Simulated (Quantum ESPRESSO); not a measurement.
Consider Cu (Copper, Fm-3m).

```
CELL_PARAMETERS angstrom
0.00000 1.80750 1.80750
1.80750 0.00000 1.80750
1.80750 1.80750 0.00000
ATOMIC_POSITIONS crystal
Cu 0.00000 0.00000 0.00000
```

Absorber: atom 1, with 12 Cu at 2.56 Å (cuboctahedral, site symmetry m-3m). Method: Quantum ESPRESSO XSpectra, LDA, excited-electron core hole (neutral cell), 13-atom cell with 5.7 Å between holes, 5×5×5 k points, dipole transitions, Lorentzian half width 0.78 eV.

Question: What does the Cu K edge look like?

Main maxima up to 30 eV above the zero (height): 12.4 eV (1.53), 14.8 eV (1.46) and 22.1 eV (1.58). A K edge sees empty p states on the absorber. The total-energy difference is 8995.49 eV. One term is added: -29.79 eV, since the hole is spin-paired here and a spin-polarised one costs that much less in the free atom (computed apart). The photon energy is then 8965.70 eV. The tabulated edge of the element is 8979 eV. The functional leaves an error in such absolute values: in the free atom LDA prices this hole 18.3 eV below PBE (computed apart), and PBE is itself good to a few eV.

The Cu K spectrum (energy from the energy zero of the input (xe0, at the border of filled and empty states); intensity scaled to a mean of 1 over the first 20 eV; the points at xe0, where the cut of filled states can leave a spike, are interpolated):

```csv
E (eV),intensity
-2.0,0.09
-1.5,0.11
-1.0,0.15
-0.5,0.22
0.0,0.32
0.5,0.42
1.0,0.49
1.5,0.54
2.0,0.55
2.5,0.53
3.0,0.53
3.5,0.53
4.0,0.56
4.5,0.59
5.0,0.61
5.5,0.66
6.0,0.70
6.5,0.73
7.0,0.74
7.5,0.77
8.0,0.85
8.5,0.96
9.0,1.06
9.5,1.09
10.0,1.08
10.5,1.14
11.0,1.28
11.5,1.43
12.0,1.51
12.5,1.52
13.0,1.46
13.5,1.41
14.0,1.42
14.5,1.45
15.0,1.45
15.5,1.39
16.0,1.31
16.5,1.21
17.0,1.13
17.5,1.13
18.0,1.19
18.5,1.21
19.0,1.21
19.5,1.24
20.0,1.27
20.5,1.33
21.0,1.44
21.5,1.54
22.0,1.58
22.5,1.57
23.0,1.52
23.5,1.42
24.0,1.38
24.5,1.33
25.0,1.24
25.5,1.19
26.0,1.18
26.5,1.19
27.0,1.17
27.5,1.10
28.0,1.05
28.5,1.01
29.0,0.99
29.5,0.99
30.0,0.99
30.5,1.01
31.0,1.03
31.5,1.04
32.0,1.07
```

XSpectra leaves a spike where filled states are cut (about half a line width round xe0); it is interpolated away in tables and plots. The holes are only 5.7 Å apart, so the shape is probably not converged with cell size; no larger cell was run here. Lifetime broadening is put in by hand, and intensities beyond about 20 eV depend on it and on the partial waves. The structure is a published determination, not relaxed.

[Banner, clock and machine lines of the logs are left out without a mark of their own.]

[Logs are printed without paths, hosts, clocks, repeated set-up lines and the standing remarks that a program may print on its own settings, such as how far it seeks lower states.]

[Hosts, paths, dates, database ids (printed as entryN), source tags and the programs' standing remarks are cut or masked in the printed files.]

[Lists of maxima count a maximum above −3 eV only where it reaches 4 % of the highest in the window and stands out from its surroundings by 2 % of it (1.5 % where it reaches 55 %); shoulders and weaker maxima are passed over, and of the rest the first, up to two pre-edge ones and the few strongest are named.]
